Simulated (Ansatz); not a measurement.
Consider NaFeO3 (cubic perovskite) (Pm-3m).

The structure was built from a prototype and need not be the compound's stable phase.

The structure is cubic, space group Pm-3m (No. 221). The conventional cell has a = 3.588 Å, b = 3.588 Å, c = 3.588 Å, α = 90.00°, β = 90.00°, γ = 90.00°. Na has 12 O at 2.54 Å nearest. Fe has 6 O at 1.79 Å nearest. Nearest to O lie 2 Fe at 1.79 Å and 4 Na at 2.54 Å. Farther neighbours and most contacts between anions are not listed.

```
Na Fe O
1.0
     0.00000    0.00000   -3.58762
     0.00000   -3.58762    0.00000
    -3.58762    0.00000    0.00000
Na Fe O
1 1 3
Direct
  0.00000 0.00000 0.00000
  0.50000 0.50000 0.50000
  0.50000 0.50000 0.00000
  0.50000 0.00000 0.50000
  0.00000 0.50000 0.50000
```

The structure was relaxed with LDA. The structure type comes from a generator and need not be one that this composition takes. The structure was generated from a model, not taken from a measurement. The runs that relaxed it are not among those shown. The program's search for lower electronic states was switched off, so nothing shows that the state found is the lowest. PAW set soft_2, made with PBE.

A constrained-RPA run (Ansatz 0.2.0; non-magnetic LDA; Fe d + anion p, bands v11 to c3, 4×4×4 mesh, medium accuracy) builds 14 functions on bands 12 eV wide, with 21.0 electrons in the window. The bare on-site interaction is 25.1 eV and the bare J 0.89 eV.

**Question.** What U and J survive the screening?

On the Fe d shell, U = 13.19 eV (53 % of the bare value), U′ = 11.69 eV, J = 0.75 eV.

The parent state is non-magnetic and the interaction static (zero frequency); U depends on the window and the orbitals, so it belongs to this model alone. A window that holds the anion p bands defines a model with explicit ligands; its U belongs to that model and is not the U of DFT+U.

[Paths, hosts, dates, memory and timing lines, banners, echoed tables and standing remarks are left out of the program output.]

[Logs are printed without paths, hosts, clocks, repeated set-up lines and the standing remarks that a program may print on its own settings, such as how far it seeks lower states.]

[Runs of the session that timed out or met a known fault of the program may be left out.]

[Hosts, paths, dates, database ids (printed as entryN), source tags and the programs' standing remarks are cut or masked in the printed files.]
